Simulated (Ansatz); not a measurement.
# The valence band of H5C3 as photoemission sees it, part 2 of 3

Aim: the valence spectrum of H5C3 from He I to hard X-rays, and which orbitals make each feature.

Ansatz 0.2.0; DFT, LDA, plane-wave PAW, default files, scalar-relativistic (the session's first sound run).

So far: Set-up; Self-consistent run, DOS and bands.

## 2. Self-consistent run, DOS and bands (continued)

Shapes are the site's partial DOS without matrix elements, which overweights lines from ligand s bands. Emission peaks, by row:

| line | energy (eV) | height (%) |
| --- | --- | --- |
| C K | -15.16 | 6.404 |
| C K | -12.66 | 19.86 |
| C K | -9.257 | 32.5 |
| C K | -6.757 | 52.26 |
| C K | -4.107 | 100 |
| C K | -1.907 | 85.25 |
| C K | -0.3066 | 38.62 |
| C K, E along x | -15.16 | 8.797 |
| C K, E along x | -12.66 | 30.95 |
| C K, E along x | -9.357 | 48.03 |
| C K, E along x | -6.707 | 54.29 |
| C K, E along x | -4.307 | 113.9 |
| C K, E along x | -1.907 | 98.65 |
| C K, E along y | -15.16 | 8.757 |
| C K, E along y | -12.61 | 27.34 |
| C K, E along y | -9.257 | 40.44 |
| C K, E along y | -6.757 | 61.07 |
| C K, E along y | -4.057 | 129.4 |
| C K, E along y | -1.757 | 94.66 |
| C K, E along z | -9.007 | 12.04 |
| C K, E along z | -6.857 | 42.78 |
| C K, E along z | -4.907 | 101.5 |
| C K, E along z | -3.607 | 80.25 |
| C K, E along z | -2.107 | 77.42 |
| C K, E along z | -0.3066 | 110.5 |

Recipe: projected DOS times atomic cross section and asymmetry factor (unpolarised light, 45° from the beam), occupied states only, Fermi edge at 20 K, a Lorentzian width of 0.2 eV growing by 0 eV per eV of binding energy, and a resolution of 0.35 eV. Curves are cut 10 eV under the photon energy, above any shell that the free atom's threshold puts out of reach, or at the lower edge of the window: 11.2 eV at 21.2 eV, 16.8 eV at 150 eV, 16.8 eV at 1486.7 eV, 16.8 eV at 5414.7 eV and 16.8 eV at 5950 eV. Matrix elements of the solid and inelastic losses aren't modelled, nor non-dipole terms, which matter above 3 keV.

How the area divides among the shells (%):

| shell | 21.2 eV | 150 eV | 1486.7 eV | 5414.7 eV | 5950 eV |
| --- | --- | --- | --- | --- | --- |
| C 2s | 1.7 | 46.5 | 87.1 | 95.6 | 95.9 |
| C 2p | 79.3 | 49.2 | 11.7 | 3.7 | 3.4 |
| H 1s | 19.0 | 4.3 | 1.2 | 0.8 | 0.7 |

At this level the gap is 4.29 eV on the path.

## 3. With RPBE

This step: DFT, RPBE, plane-wave PAW, default files, scalar-relativistic (Ansatz 0.2.0).

The run is repeated with RPBE on the same cell, to see how much the levels hang on the functional.

Input file input.yaml:

```yaml
crystal:
  lattice:
    - [6.33845, 0.0, 0.0]
    - [3.0388240149, 5.628896065, 0.0]
    - [2.4521501571, 0.2551786702, 7.0807096412]
  atoms:
    - { symbol: C, position: [0.571, 0.5858, 0.7536] }
    - { symbol: C, position: [0.429, 0.4142, 0.2464] }
    - { symbol: C, position: [0.4898, 0.8348, 0.798] }
    - { symbol: C, position: [0.5102, 0.1652, 0.202] }
    - { symbol: C, position: [0.6879, 0.9146, 0.6848] }
    - { symbol: C, position: [0.3121, 0.0854, 0.3152] }
    - { symbol: C, position: [0.9312, 0.7639, 0.7364] }
    - { symbol: C, position: [0.0688, 0.2361, 0.2636] }
    - { symbol: C, position: [0.9923, 0.5058, 0.7592] }
    - { symbol: C, position: [0.0077, 0.4942, 0.2408] }
    - { symbol: C, position: [0.8304, 0.4253, 0.7659] }
    - { symbol: C, position: [0.1696, 0.5747, 0.2341] }
    - { symbol: H, position: [0.5571, 0.5763, 0.6116] }
    - { symbol: H, position: [0.4429, 0.4237, 0.3884] }
    - { symbol: H, position: [0.4428, 0.5161, 0.8518] }
    - { symbol: H, position: [0.5572, 0.4839, 0.1482] }
    - { symbol: H, position: [0.3116, 0.9564, 0.7705] }
    - { symbol: H, position: [0.6884, 0.0436, 0.2295] }
    - { symbol: H, position: [0.4591, 0.8492, 0.9518] }
    - { symbol: H, position: [0.5409, 0.1508, 0.0482] }
    - { symbol: H, position: [0.7202, 0.8984, 0.5318] }
    - { symbol: H, position: [0.2798, 0.1016, 0.4682] }
    - { symbol: H, position: [0.6238, 0.1056, 0.7015] }
    - { symbol: H, position: [0.3762, 0.8944, 0.2985] }
    - { symbol: H, position: [0.0885, 0.787, 0.6267] }
    - { symbol: H, position: [0.9115, 0.213, 0.3733] }
    - { symbol: H, position: [0.9285, 0.8244, 0.868] }
    - { symbol: H, position: [0.0715, 0.1756, 0.132] }
    - { symbol: H, position: [0.183, 0.3776, 0.7714] }
    - { symbol: H, position: [0.817, 0.6224, 0.2286] }
    - { symbol: H, position: [0.8936, 0.2348, 0.7802] }
    - { symbol: H, position: [0.1064, 0.7652, 0.2198] }
kpoints:
  mp_grid: { grid: [6, 6, 4] }
  band_path:
    path:
      - [[0.0, 0.0, 0.0], [0.0, 0.0, -0.5]]
      - [[0.0, -0.5, 0.0], [0.0, 0.0, 0.0], [-0.5, 0.0, 0.0]]
      - [[-0.5, -0.5, -0.5], [0.0, 0.0, 0.0], [-0.5, -0.5, 0.0]]
      - [[-0.5, 0.0, -0.5], [0.0, 0.0, 0.0], [0.0, -0.5, -0.5]]
    npoints: 8
scf:
  occupations: { method: fermi_dirac, width: 0.05 }
  n_extra_bands: 40
hamiltonian:
  xc: rpbe
  pseudopotentials: { kind: paw }
output:
  forces: true
  stress: true
  dos:
    projected:
      site_lists:
        C: [0, 1, 2, 3, 4, 5, 6, 7, 8, 9, 10, 11]
        H: [12, 13, 14, 15, 16, 17, 18, 19, 20, 21, 22, 23, 24, 25, 26, 27, 28, 29, 30, 31]
    de: 0.05
    e_range: [-36, 12]
    nscf_kmesh: { grid: [10, 8, 8] }
  fatbands: true
```

The run is started by

```sh
ansatz run input.yaml --threads 2 --pin off --max-ram 4096MiB --backend cpu --events-out ev --progress --plain --runs-dir out
```

Numbers of over 12 decimals in the logs are rounded to 6 here.

What it wrote:

```text
[...]
Crystal: 32 atoms, lattice volume = 252.629 Å³
Basis set: ecut = 420 eV, 4937 PW (Γ), exchange–correlation on 90×90×108 points (8 copies of the dense FFT grid, shifted against one another)
Bands: 74, of which v1, the nominal top of the filled ones, is band 34 counted from 1 (33 counted from 0)
Symmetry: 2 space group operations
[...]
k-points: 76 of 144
[...]
SCF iter   1: F=—  HF=-3349.672542 eV  |F-HF|=—  |Δ(HF+E_count)|=         —  Δρ=6.71e-3  dr2=7.98e-2  ethr=1.77e-3  ⟨swp⟩=5.9  Hψ=26647  notcnv=0  defer=788
[...]
SCF iter   8: F=-3349.678183 eV  HF=-3349.678183 eV  |F-HF|=1.58e-8  |Δ(HF+E_count)|=   2.08e-7  Δρ=4.88e-6  dr2=8.23e-8  ethr=1.47e-10  ⟨swp⟩=12.4  Hψ=36430  notcnv=0
SCF 1 converged in 8 iterations: F = -3349.678183 eV  dr2 = 8.23e-8
[...]
NSCF: frozen V_eff on 60 k-points
[...]
SCF converged after 8 iterations
Free energy (F): -3349.678183 eV
[...]
Internal energy: -3349.678183 eV  (E = F + TS)
E sigma→0 (E₀):  -3349.678183 eV
Fermi energy:    2.760575 eV
[...]
--- Forces (eV/Å), atoms counted from 1 ---
  atom   1  C     -1.12130891    -1.18210496     0.06719404
  atom   2  C      1.12130891     1.18210496    -0.06719404
  atom   3  C      0.35669795     1.04066213     0.81618387
  atom   4  C     -0.35669795    -1.04066213    -0.81618387
  atom   5  C      0.00888682     0.76077688    -0.78018886
  atom   6  C     -0.00888682    -0.76077688     0.78018886
  atom   7  C      1.16550032     0.14787488    -0.05993877
  atom   8  C     -1.16550032    -0.14787488     0.05993877
  atom   9  C      0.90835013    -0.47248611     0.16690077
  atom  10  C     -0.90835013     0.47248611    -0.16690077
  atom  11  C      0.26267542    -0.24848307    -0.09084566
  atom  12  C     -0.26267542     0.24848307     0.09084566
  atom  13  H      0.14269528     0.09825445     0.15784185
  atom  14  H     -0.14269528    -0.09825445    -0.15784185
  atom  15  H      0.18095755     0.12397096    -0.18938516
  atom  16  H     -0.18095755    -0.12397096     0.18938516
  atom  17  H     -0.31875368     0.11548715    -0.10064228
  atom  18  H      0.31875368    -0.11548715     0.10064228
  atom  19  H     -0.11199440    -0.19233917    -0.51363509
  atom  20  H      0.11199440     0.19233917     0.51363509
  atom  21  H      0.07591421    -0.02924608     0.42985158
  atom  22  H     -0.07591421     0.02924608    -0.42985158
  atom  23  H     -0.04450730    -0.26916775     0.07622555
  atom  24  H      0.04450730     0.26916775    -0.07622555
  atom  25  H     -0.41122992    -0.02386473     0.30731022
  atom  26  H      0.41122992     0.02386473    -0.30731022
  atom  27  H     -0.24792866    -0.15993321    -0.28117393
  atom  28  H      0.24792866     0.15993321     0.28117393
  atom  29  H     -0.59607290     0.51958318    -0.03141794
  atom  30  H      0.59607290    -0.51958318     0.03141794
  atom  31  H     -0.24456347    -0.22261204     0.00960171
  atom  32  H      0.24456347     0.22261204    -0.00960171
  max |Σ_I F_I| component: 0.00e0 eV/Å
--- Stress (GPa, compression-positive) ---
        4.548818       0.670886      -0.291101
        0.670884       5.623745      -0.388086
       -0.291102      -0.388088       0.980826
  P = ⅓ Tr σ = 3.7178 GPa (37.178 kbar)
--- Band table (eV; the first three rows and the last of 76) ---
  k-point 0: bands = [... 30 lower, -1.3476, -1.2733, 0.1176, 0.1356, 5.0824, 5.4320, 5.6657, 6.5340, ... 36 higher]
  k-point 1: bands = [... 30 lower, -1.3464, -1.2951, -0.0665, 0.3149, 5.1508, 5.4084, 5.7050, 6.1656, ... 36 higher]
  k-point 2: bands = [... 30 lower, -1.3344, -1.3275, -0.1508, 0.3934, 5.2991, 5.3074, 5.8030, 5.9072, ... 36 higher]
  k-point 75: bands = [... 30 lower, -1.3339, -1.2770, 0.0997, 0.1602, 5.3397, 5.6406, 6.3512, 6.5727, ... 36 higher]
```

Run time: 3.4 min. Hardware: 2 threads of Arm Neoverse V2, shared host; peak memory 2.5 GiB.

Numbers from this step:

```
free energy                                    : -3349.6782 eV
Fermi energy                                   : 2.761 eV
pressure                                       : 3.718 GPa
gap on the k-mesh                              : 4.688 eV
share of occupied states in no projected shell : 0.0091 of the occupied states in the window
gap on the path                                : 4.689 eV
least direct gap on the path                   : 4.738 eV
valence top on path                            : -8.00e-4 eV
```

Electronic bands along the path, in eV, zero at the valence-band maximum; v1 is the highest filled band, c1 the lowest empty one:

| point | v4 | v3 | v2 | v1 | c1 | c2 | c3 | c4 |
| --- | --- | --- | --- | --- | --- | --- | --- | --- |
| Γ | -1.74 | -1.67 | -0.28 | -0.26 | 4.69 | 5.04 | 5.27 | 6.14 |
| halfway | -1.74 | -1.69 | -0.46 | -0.08 | 4.76 | 5.01 | 5.31 | 5.77 |
| X | -1.73 | -1.72 | -0.55 | 0.00 | 4.91 | 4.91 | 5.41 | 5.51 |
| jump to Y | -1.82 | -1.81 | -0.32 | -0.30 | 5.04 | 5.05 | 6.15 | 6.40 |
| halfway | -1.82 | -1.76 | -0.30 | -0.28 | 4.85 | 5.06 | 5.62 | 6.32 |
| Γ | -1.74 | -1.67 | -0.28 | -0.26 | 4.69 | 5.04 | 5.27 | 6.14 |
| halfway | -1.76 | -1.72 | -0.39 | -0.09 | 4.75 | 5.08 | 5.61 | 6.23 |
| Z | -1.86 | -1.73 | -0.41 | 0.00 | 4.74 | 5.20 | 6.10 | 6.41 |
| jump to R | -1.73 | -1.67 | -0.29 | -0.23 | 4.95 | 5.25 | 5.96 | 6.18 |
| halfway | -1.73 | -1.67 | -0.31 | -0.22 | 4.81 | 5.05 | 5.59 | 6.53 |
| Γ | -1.74 | -1.67 | -0.28 | -0.26 | 4.69 | 5.04 | 5.27 | 6.14 |
| halfway | -1.72 | -1.66 | -0.38 | -0.12 | 4.78 | 5.22 | 5.63 | 6.26 |
| T | -1.71 | -1.67 | -0.39 | -0.10 | 4.91 | 5.40 | 6.19 | 6.29 |
| jump to U | -1.82 | -1.78 | -0.23 | -0.15 | 4.75 | 5.00 | 6.34 | 6.38 |
| halfway | -1.77 | -1.74 | -0.27 | -0.20 | 4.80 | 4.96 | 5.60 | 6.20 |
| Γ | -1.74 | -1.67 | -0.28 | -0.26 | 4.69 | 5.04 | 5.27 | 6.14 |
| halfway | -1.79 | -1.78 | -0.48 | -0.11 | 4.92 | 5.02 | 5.60 | 6.25 |
| V | -1.85 | -1.81 | -0.52 | -0.06 | 5.10 | 5.22 | 6.17 | 6.50 |

Of the projections kept (C s, C p, H s, not projected), the largest for each band there; the rest of the weight can lie on other orbitals:

| point | v4 | v3 | v2 | v1 | c1 | c2 | c3 | c4 |
| --- | --- | --- | --- | --- | --- | --- | --- | --- |
| Γ | C p 0.70 | C p 0.69 | C p 0.87 | C p 0.85 | C p 0.60 | C p 0.78 | H s 0.41 | H s 0.47 |
| X | C p 0.70 | C p 0.69 | C p 0.86 | C p 0.86 | C p 0.66 | C p 0.71 | H s 0.50 | H s 0.45 |
| Y | C p 0.70 | C p 0.72 | C p 0.87 | C p 0.84 | C p 0.76 | C p 0.75 | H s 0.37 | H s 0.40 |
| Γ | C p 0.70 | C p 0.69 | C p 0.87 | C p 0.85 | C p 0.60 | C p 0.78 | H s 0.41 | H s 0.47 |
| Z | C p 0.69 | C p 0.70 | C p 0.84 | C p 0.86 | C p 0.75 | C p 0.77 | H s 0.41 | H s 0.39 |
| R | C p 0.70 | C p 0.69 | C p 0.85 | C p 0.86 | C p 0.82 | C p 0.70 | H s 0.48 | H s 0.44 |

Side by side:

| quantity | this run | base run | difference |
| --- | --- | --- | --- |
| gap on the path (eV) | 4.6889 | 4.2864 | 0.402 |
| least direct gap on the path (eV) | 4.7377 | 4.4452 | 0.293 |
| gap on the k-mesh (eV) | 4.6881 | 4.2864 | 0.402 |

One result that differs is the gap on the path, 4.69 eV against 4.29 eV.

At this level the gap is 4.69 eV on the path.

## 4. With PBEsol

This step: DFT, PBEsol, plane-wave PAW, default files, scalar-relativistic (Ansatz 0.2.0).

The run is repeated with PBEsol on the same cell, to see how much the levels hang on the functional.

Changes to input.yaml since step 3:

```diff
@@ -51,3 +51,3 @@
 hamiltonian:
-  xc: rpbe
+  xc: pbesol
   pseudopotentials: { kind: paw }
```

What it wrote:

```text
[...]
Crystal: 32 atoms, lattice volume = 252.629 Å³
Basis set: ecut = 420 eV, 4937 PW (Γ), exchange–correlation on 90×90×108 points (8 copies of the dense FFT grid, shifted against one another)
Bands: 74, of which v1, the nominal top of the filled ones, is band 34 counted from 1 (33 counted from 0)
Symmetry: 2 space group operations
[...]
k-points: 76 of 144
[...]
SCF iter   1: F=—  HF=-3276.037548 eV  |F-HF|=—  |Δ(HF+E_count)|=         —  Δρ=4.61e-3  dr2=4.91e-2  ethr=1.77e-3  ⟨swp⟩=5.9  Hψ=26314  notcnv=0  defer=964
[...]
SCF iter   7: F=-3276.037362 eV  HF=-3276.037361 eV  |F-HF|=1.28e-7  |Δ(HF+E_count)|=   2.33e-6  Δρ=5.90e-6  dr2=8.69e-8  ethr=1.47e-10  ⟨swp⟩=12.0  Hψ=36535  notcnv=0
SCF 1 converged in 7 iterations: F = -3276.037362 eV  dr2 = 8.69e-8
[...]
SCF converged after 7 iterations
Free energy (F): -3276.037362 eV
[...]
Internal energy: -3276.037362 eV  (E = F + TS)
E sigma→0 (E₀):  -3276.037362 eV
Fermi energy:    2.521832 eV
[...]
--- Forces (eV/Å), atoms counted from 1 ---
  atom   1  C     -0.55383742    -0.95102916     0.19869490
  atom   2  C      0.55383742     0.95102916    -0.19869490
  atom   3  C      0.65288373     0.65205911     0.43705976
  atom   4  C     -0.65288373    -0.65205911    -0.43705976
  atom   5  C      0.00301722     0.32141147    -0.36754734
  atom   6  C     -0.00301722    -0.32141147     0.36754734
  atom   7  C      0.59806637    -0.04906432    -0.11678658
  atom   8  C     -0.59806637     0.04906432     0.11678658
  atom   9  C      0.62915109    -0.08614314     0.12576178
  atom  10  C     -0.62915109     0.08614314    -0.12576178
  atom  11  C      0.19537698     0.24578058    -0.14972064
  atom  12  C     -0.19537698    -0.24578058     0.14972064
  atom  13  H      0.06944633     0.08164802    -0.01228883
  atom  14  H     -0.06944633    -0.08164802     0.01228883
  atom  15  H      0.02710654     0.04489787    -0.02006457
  atom  16  H     -0.02710654    -0.04489787     0.02006457
  atom  17  H     -0.47888564     0.26341134    -0.15050418
  atom  18  H      0.47888564    -0.26341134     0.15050418
  atom  19  H     -0.04917051    -0.17162107    -0.28512116
  atom  20  H      0.04917051     0.17162107     0.28512116
  atom  21  H      0.01611140    -0.07402833     0.20809150
  atom  22  H     -0.01611140     0.07402833    -0.20809150
  atom  23  H      0.00416252    -0.06462388     0.10691798
  atom  24  H     -0.00416252     0.06462388    -0.10691798
  atom  25  H     -0.26510138    -0.01348973     0.17422862
  atom  26  H      0.26510138     0.01348973    -0.17422862
  atom  27  H     -0.16848612    -0.10391790    -0.12160873
  atom  28  H      0.16848612     0.10391790     0.12160873
  atom  29  H     -0.42869063     0.36251768    -0.00849764
  atom  30  H      0.42869063    -0.36251768     0.00849764
  atom  31  H     -0.26904705    -0.46213036     0.02188338
  atom  32  H      0.26904705     0.46213036    -0.02188338
  max |Σ_I F_I| component: 0.00e0 eV/Å
--- Stress (GPa, compression-positive) ---
        1.172760       0.642074      -0.032404
        0.642073       2.213502      -0.222292
       -0.032405      -0.222293      -0.609453
  P = ⅓ Tr σ = 0.9256 GPa (9.256 kbar)
--- Band table (eV; the first three rows and the last of 76) ---
  k-point 0: bands = [... 30 lower, -1.4150, -1.3288, -0.0503, -0.0158, 4.6978, 5.1468, 5.2361, 6.0093, ... 36 higher]
  k-point 1: bands = [... 30 lower, -1.4145, -1.3549, -0.2426, 0.1731, 4.7683, 5.1140, 5.2774, 5.6699, ... 36 higher]
  k-point 2: bands = [... 30 lower, -1.4021, -1.3926, -0.3340, 0.2596, 4.9423, 4.9671, 5.3379, 5.4837, ... 36 higher]
  k-point 75: bands = [... 30 lower, -1.3951, -1.3319, -0.0579, 0.0050, 5.0818, 5.3044, 5.8417, 6.1215, ... 36 higher]
```

Run time: 3.3 min. Hardware: 2 threads; peak memory 2.5 GiB.

This step gave:

| Quantity | Value |
| --- | --- |
| free energy | -3276.0374 eV |
| Fermi energy | 2.522 eV |
| pressure | 0.9256 GPa |
| gap on the k-mesh | 4.438 eV |
| share of occupied states in no projected shell | 0.0077 of the occupied states in the window |
| gap on the path | 4.438 eV |
| least direct gap on the path | 4.570 eV |
| valence top on path | 0 eV |

The electronic bands at the labelled points (eV, zero at the valence-band maximum; v1 is the highest filled band, c1 the lowest empty one):

| point | v4 | v3 | v2 | v1 | c1 | c2 | c3 | c4 |
| --- | --- | --- | --- | --- | --- | --- | --- | --- |
| Γ | -1.68 | -1.59 | -0.31 | -0.28 | 4.44 | 4.89 | 4.98 | 5.75 |
| halfway | -1.67 | -1.61 | -0.50 | -0.09 | 4.51 | 4.85 | 5.02 | 5.41 |
| X | -1.66 | -1.65 | -0.59 | 0.00 | 4.68 | 4.71 | 5.08 | 5.22 |
| jump to Y | -1.76 | -1.75 | -0.36 | -0.33 | 4.87 | 4.88 | 5.79 | 6.04 |
| halfway | -1.75 | -1.68 | -0.34 | -0.30 | 4.64 | 4.90 | 5.28 | 5.96 |
| Γ | -1.68 | -1.59 | -0.31 | -0.28 | 4.44 | 4.89 | 4.98 | 5.75 |
| halfway | -1.70 | -1.64 | -0.41 | -0.10 | 4.57 | 4.89 | 5.29 | 5.84 |
| Z | -1.80 | -1.65 | -0.43 | -0.01 | 4.56 | 5.04 | 5.71 | 6.02 |
| jump to R | -1.66 | -1.59 | -0.32 | -0.26 | 4.82 | 5.04 | 5.58 | 5.86 |
| halfway | -1.66 | -1.59 | -0.34 | -0.24 | 4.60 | 4.85 | 5.31 | 6.16 |
| Γ | -1.68 | -1.59 | -0.31 | -0.28 | 4.44 | 4.89 | 4.98 | 5.75 |
| halfway | -1.65 | -1.58 | -0.41 | -0.14 | 4.58 | 5.06 | 5.33 | 5.90 |
| T | -1.64 | -1.58 | -0.40 | -0.12 | 4.74 | 5.29 | 5.84 | 5.90 |
| jump to U | -1.76 | -1.71 | -0.24 | -0.16 | 4.60 | 4.79 | 5.95 | 5.99 |
| halfway | -1.70 | -1.67 | -0.29 | -0.21 | 4.62 | 4.76 | 5.26 | 5.83 |
| Γ | -1.68 | -1.59 | -0.31 | -0.28 | 4.44 | 4.89 | 4.98 | 5.75 |
| halfway | -1.72 | -1.71 | -0.52 | -0.13 | 4.71 | 4.85 | 5.28 | 5.89 |
| V | -1.79 | -1.72 | -0.56 | -0.07 | 4.94 | 5.10 | 5.80 | 6.12 |

Of the projections kept (C s, C p, H s, not projected), the largest for each band there; the rest of the weight can lie on other orbitals:

| point | v4 | v3 | v2 | v1 | c1 | c2 | c3 | c4 |
| --- | --- | --- | --- | --- | --- | --- | --- | --- |
| Γ | C p 0.70 | C p 0.69 | C p 0.86 | C p 0.84 | C p 0.48 | C p 0.75 | C p 0.42 | H s 0.44 |
| X | C p 0.70 | C p 0.69 | C p 0.85 | C p 0.85 | C p 0.53 | C p 0.59 | H s 0.43 | C p 0.42 |
| Y | C p 0.69 | C p 0.71 | C p 0.86 | C p 0.83 | C p 0.71 | C p 0.70 | H s 0.34 | H s 0.37 |
| Γ | C p 0.70 | C p 0.69 | C p 0.86 | C p 0.84 | C p 0.48 | C p 0.75 | C p 0.42 | H s 0.44 |
| Z | C p 0.69 | C p 0.71 | C p 0.83 | C p 0.86 | C p 0.72 | C p 0.72 | H s 0.39 | H s 0.37 |
| R | C p 0.70 | C p 0.69 | C p 0.84 | C p 0.85 | C p 0.80 | C p 0.62 | H s 0.46 | H s 0.40 |

The DOS has structure finer than the step of the table below, so its rows give means over 1 eV, whole bins alone (the curve runs from -16.9 to 14.2 eV). Peaks (eV: height): total -12.7: 30.1, -9.6: 21.7, -1.9: 21.1, -1.7: 21.4; C 2p -4.3: 14.2, -3.7: 13.2, -1.9: 14.7, -1.7: 14.7; H 1s -12.7: 5.36, -9.6: 4.98, -2.0: 6.58, -1.7: 6.63; C 2s -15.3: 13.7, -12.7: 18.3, -9.6: 7.76, -9.1: 7.07.

Table of DOS by E, zero at the valence-band maximum; means over each step; values in states/eV/cell:

| E (eV) | total | C 2p | H 1s | C 2s |
| --- | --- | --- | --- | --- |
| -16 | 0.0220 | 0.00245 | 0.00425 | 0.0150 |
| -15 | 3.98 | 0.501 | 0.689 | 2.74 |
| -14 | 0 | 0 | 0 | 0 |
| -13 | 8.00 | 1.62 | 1.48 | 4.81 |
| -12 | 0 | 0 | 0 | 0 |
| -11 | 0 | 0 | 0 | 0 |
| -10 | 3.54 | 1.41 | 0.812 | 1.26 |
| -9 | 4.46 | 1.79 | 1.06 | 1.54 |
| -8 | 2.4e-4 | 1.6e-4 | 6.4e-5 | 0 |
| -7 | 7.56 | 4.68 | 2.07 | 0.677 |
| -6 | 0.886 | 0.538 | 0.269 | 0.0664 |
| -5 | 8.23 | 5.50 | 2.25 | 0.388 |
| -4 | 12.4 | 9.69 | 2.47 | 0.147 |
| -3 | 2.93 | 2.02 | 0.863 | 0.0265 |
| -2 | 12.0 | 7.86 | 4.05 | 0.0377 |
| -1 | 0.441 | 0.371 | 0.0683 | 4.9e-4 |
| 0 | 3.56 | 3.02 | 0.524 | 0.00531 |
| 1 | 0 | 0 | 0 | 0 |
| 2 | 0 | 0 | 0 | 0 |
| 3 | 0 | 0 | 0 | 0 |
| 4 | 0.0803 | 0.0481 | 0.0183 | 0.00637 |
| 5 | 4.86 | 3.00 | 1.04 | 0.314 |
| 6 | 4.70 | 1.01 | 1.84 | 0.806 |
| 7 | 6.24 | 1.33 | 2.14 | 0.712 |
| 8 | 7.44 | 1.54 | 2.10 | 0.758 |
| 9 | 7.60 | 1.75 | 1.75 | 0.560 |
| 10 | 8.45 | 2.49 | 1.91 | 0.521 |
| 11 | 8.76 | 2.84 | 1.92 | 0.555 |
| 12 | 8.70 | 2.53 | 1.73 | 0.882 |
| 13 | 8.56 | 2.14 | 1.33 | 1.00 |

The two runs compared:

| quantity | this run | base run | difference |
| --- | --- | --- | --- |
| gap on the path (eV) | 4.4382 | 4.2864 | 0.152 |
| least direct gap on the path (eV) | 4.5701 | 4.4452 | 0.125 |
| gap on the k-mesh (eV) | 4.4382 | 4.2864 | 0.152 |

The two runs differ clearly in the gap on the k-mesh: 4.44 eV against 4.29 eV.

At this level the gap is 4.44 eV on the path.

(Part 2 of 3 ends here.)

[Logs are printed without paths, hosts, clocks, repeated set-up lines and the standing remarks that a program may print on its own settings, such as how far it seeks lower states.]

[Hosts, paths, dates, database ids (printed as entryN), source tags and the programs' standing remarks are cut or masked in the printed files.]

[Maps of the electrostatic potential energy from Ansatz leave out the sawtooth potential of an applied field or a dipole correction, so their vacuum need not be flat; work functions include it.]

[Peak lists hold at most the 14 tallest peaks of each spectrum; further lines can be left out.]
